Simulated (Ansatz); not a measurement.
# Lattice dynamics of Hf2NF2 monolayer, part 2 of 2

Aim: the phonons of Hf2NF2 monolayer at a cell relaxed beforehand at this level. After the zone centre comes a 4×4×1 q mesh on a 12×12×1 k mesh.

Ansatz 0.2.0; DFT PBEsol, scalar-relativistic, plane waves, PAW.

So far. Step 2 (Linear response at the zone centre): Before it was imposed, the acoustic sum rule was missed by 4.6e-5 eV/Å². Small misses are needed for a sound result but don't prove that mesh and cutoff are converged. The lowest optical mode is real, 128 cm⁻¹.

## (3) The dispersion (continued)

Tetrahedra on a 24×24×1 mesh, mean over bins of 10 cm-1. Interpolated from a 4×4×1 q mesh. Phonon density of states against wavenumber; read off at these points:

wavenumber (cm⁻¹), phonon density of states (1/cm⁻¹/cell) and a bar:
```
       -5      0.004 #
       15      0.004 
       45      0.008 #
       65      0.042 #####
       85      0.062 ########
      105      0.029 ####
      125      0.092 ############
      135      0.059 ########
      155      0.012 ##
      175      0.060 ########
      195      0.000 
      225      0.103 ##############
      235      0.227 ##############################
      245      0.013 ##
      265      0.000 
      295      0.000 
      315      0.000 
      335      0.063 ########
      345      0.066 #########
      355      0.027 ####
      385      0.010 #
      405      0.002 
      425      0.000 
      455      0.000 
      475      0.000 
      495      0.016 ##
      505      0.081 ###########
      515      0.003 
      545      0.000 
      565      0.000 
      585      0.021 ###
      605      0.023 ###
      635      0.045 ######
      655      0.006 #
```

The partial phonon density of states has structure finer than the step of the table below, so its rows give means over 20 cm⁻¹, whole bins alone (the curve runs from -18.2 to 683 cm⁻¹). Peaks (cm⁻¹: height): F 233.2: 0.174, 339.1: 0.0620; Hf 87.7: 0.0510, 127.4: 0.0814, 175.9: 0.0419, 233.2: 0.0111; N 506.7: 0.0573, 639.0: 0.0557.

Phonopy on the run's constants, 21x21x1 mesh, Gaussian sigma 5.0 cm-1. Interpolated from a 4×4×1 q mesh. Table of partial phonon density of states by wavenumber; means over each step; values in 1/cm⁻¹/cell:

```tsv
wavenumber (cm⁻¹)	F	Hf	N
0	2.9e-4	0.00252	1.1e-4
20	4.4e-4	0.00381	1.8e-4
40	7.4e-4	0.00659	3.3e-4
60	0.00252	0.0249	0.00153
80	0.00418	0.0471	0.00285
100	0.00290	0.0367	0.00160
120	0.00406	0.0627	5.4e-4
140	0.00171	0.0422	3.2e-4
160	9.1e-4	0.0174	1.2e-4
180	0.00295	0.0265	4.3e-5
200	0.00707	9.8e-4	1.5e-5
220	0.0808	0.00593	1.6e-4
240	0.0981	0.00634	8.2e-5
260	0.00107	7.1e-5	4.5e-7
280	0	0	0
300	0	0	0
320	0.00431	3.8e-4	1.3e-5
340	0.0508	0.00453	1.1e-4
360	0.0231	0.00242	6.6e-5
380	0.00981	0.00111	1.2e-4
400	0.00261	3.9e-4	1.6e-5
420	8.4e-5	1.3e-5	0
440	0	0	0
460	0	0	0
480	1.3e-5	5.1e-5	9.1e-4
500	4.7e-4	0.00202	0.0330
520	2.1e-4	8.0e-4	0.0125
540	0	0	1.5e-6
560	8.0e-7	5.1e-6	1.4e-4
580	1.1e-4	4.3e-4	0.0102
600	1.6e-4	7.0e-4	0.0179
620	2.0e-4	7.1e-4	0.0180
640	3.3e-4	0.00176	0.0427
660	3.0e-5	2.5e-4	0.00630
```

Symmetry leaves 4 wavevectors to solve. The lowest mode among them, the acoustic zeros apart, lies at q = (0, 0.25, 0) and is real, 57.8 cm⁻¹. Between them the interpolated path dips to 7i cm⁻¹.

## (4) Isotope substitution, element Hf, natural mass 178.486 amu

An isotope changes the mass and not the force constants, so no new electronic calculation is needed; the shifts show which modes move this element.

The same force constants with the mass of Hf changed from 178.486 to 173.940 u (phonopy, no LO-TO term). Both lists are sorted by frequency; levels can cross, so a row need not hold one and the same mode. Modes under 3 cm⁻¹ are left out. Isotope shifts, by row, the first 40 of 57 rows:

```tsv
q	rank	natural mass (cm⁻¹)	changed mass (cm⁻¹)
0 0 0	4	127.8	129.3
0 0 0	5	127.8	129.3
0 0 0	6	182.7	184.7
0 0 0	7	231.5	231.8
0 0 0	8	231.5	231.8
0 0 0	9	238.7	239
0 0 0	10	238.7	239
0 0 0	11	388.4	388.8
0 0 0	12	405.7	406.5
0 0 0	13	495.4	495.8
0 0 0	14	653.5	653.8
0 0 0	15	653.5	653.8
0 0.25 0	1	57.83	58.47
0 0.25 0	2	67.96	68.71
0 0.25 0	3	98.82	99.93
0 0.25 0	4	121.4	122.8
0 0.25 0	5	124.3	125.8
0 0.25 0	6	178.9	180.9
0 0.25 0	7	225.3	225.7
0 0.25 0	8	234	234.3
0 0.25 0	9	234.4	234.7
0 0.25 0	10	236.1	236.2
0 0.25 0	11	356.9	357.3
0 0.25 0	12	362.1	362.6
0 0.25 0	13	502.3	502.6
0 0.25 0	14	631.4	631.7
0 0.25 0	15	639	639.3
0 -0.5 0	1	94.57	95.63
0 -0.5 0	2	106.5	107.8
0 -0.5 0	3	121.7	123.2
0 -0.5 0	4	141.8	143.6
0 -0.5 0	5	147	148.8
0 -0.5 0	6	171	173.1
0 -0.5 0	7	226.8	226.8
0 -0.5 0	8	229.6	229.6
0 -0.5 0	9	231	231.1
0 -0.5 0	10	235.2	235.3
0 -0.5 0	11	335.1	335.4
0 -0.5 0	12	348.2	348.6
0 -0.5 0	13	510.3	510.6
```

A mode of this element alone would shift by +1.30 %. The highest zone-centre frequency without the field goes from 653.5 to 653.8 cm⁻¹ (+0.0 %). The product of the frequency ratios over all optical modes at Γ is 1.045; the product rule, (m/m′)^(3k/2) (M′/M)^(3/2) with k = 2 such atoms and M the mass of the cell, gives 1.045.

## (5) Another isotope, element N, natural mass 14.007 amu

The same for N, from 14.01 to 15.00 u.

The same force constants with the mass of N changed from 14.007 to 15.000 u (phonopy, no LO-TO term). Both lists are sorted by frequency; levels can cross, so a row need not hold one and the same mode. Modes under 3 cm⁻¹ are left out. Isotope shifts, by row, the first 40 of 57 rows:

```tsv
q	rank	natural mass (cm⁻¹)	changed mass (cm⁻¹)
0 0 0	4	127.8	127.8
0 0 0	5	127.8	127.8
0 0 0	6	182.7	182.7
0 0 0	7	231.5	231.5
0 0 0	8	231.5	231.5
0 0 0	9	238.7	238.7
0 0 0	10	238.7	238.7
0 0 0	11	388.4	387.8
0 0 0	12	405.7	405.7
0 0 0	13	495.4	480.1
0 0 0	14	653.5	632.3
0 0 0	15	653.5	632.3
0 0.25 0	1	57.83	57.72
0 0.25 0	2	67.96	67.86
0 0.25 0	3	98.82	98.69
0 0.25 0	4	121.4	121.3
0 0.25 0	5	124.3	124.3
0 0.25 0	6	178.9	178.9
0 0.25 0	7	225.3	225.3
0 0.25 0	8	234	234
0 0.25 0	9	234.4	234.4
0 0.25 0	10	236.1	236.1
0 0.25 0	11	356.9	356.9
0 0.25 0	12	362.1	362
0 0.25 0	13	502.3	486.4
0 0.25 0	14	631.4	611.1
0 0.25 0	15	639	618.4
0 -0.5 0	1	94.57	94.33
0 -0.5 0	2	106.5	106.4
0 -0.5 0	3	121.7	121.7
0 -0.5 0	4	141.8	141.8
0 -0.5 0	5	147	146.9
0 -0.5 0	6	171	171
0 -0.5 0	7	226.8	226.8
0 -0.5 0	8	229.6	229.6
0 -0.5 0	9	231	231
0 -0.5 0	10	235.2	235.2
0 -0.5 0	11	335.1	335.1
0 -0.5 0	12	348.2	348.2
0 -0.5 0	13	510.3	494.2
```

A mode of this element alone would shift by -3.37 %. The highest zone-centre frequency without the field goes from 653.5 to 632.3 cm⁻¹ (-3.2 %). The product of the frequency ratios over all optical modes at Γ is 0.906; the product rule, (m/m′)^(3k/2) (M′/M)^(3/2) with k = 1 such atoms and M the mass of the cell, gives 0.906.

## (6) Outcome

| Quantity | Value |
| --- | --- |
| space group (within 0.01 Å) | P-3m1 |
| area per atom | 1.79 Å² |
| electronic character | no gap on this mesh |
| highest optical mode at the zone centre (no LO-TO term) | 653 cm⁻¹ |
| lowest optical zone-centre mode | 128 cm⁻¹ |
| lowest mode on the q mesh (acoustic modes at Γ apart) | 57.8 cm⁻¹ |
| highest frequency on the path or at a solved wavevector | 654 cm⁻¹ |
| imaginary modes on the 4×4×1 q mesh | none |

What this shows: No mode is imaginary at the 4 irreducible wavevectors solved, but between them the interpolated path dips to 7.0i cm⁻¹, so stability is not settled. The optical modes at Γ span 128 to 653 cm⁻¹. The highest mode in this list at Γ, 653.5 cm⁻¹, is mostly motion of N (96 % of the kinetic energy). With no gap, or one that is small against the smearing, the frequencies hang on the k mesh and the smearing, most of all near Kohn anomalies. The phonon runs are without spin polarisation, although the cell has an odd electron count. In a sheet or slab the interpolated bending branch near Γ is rough, since the rotational sum rule isn't imposed. Spin-orbit coupling is left out, which can matter for the heavy elements here. A phonon run warned that its eigensolver left some bands unconverged in a pass. The starting cell was built on a prototype and not taken from a measurement. These are harmonic frequencies at zero temperature: anharmonic shifts, linewidths and thermal expansion are left out.

[Logs are printed without paths, hosts, clocks, repeated set-up lines and the standing remarks that a program may print on its own settings, such as how far it seeks lower states.]

[Hosts, paths, dates, database ids (printed as entryN), source tags and the programs' standing remarks are cut or masked in the printed files.]
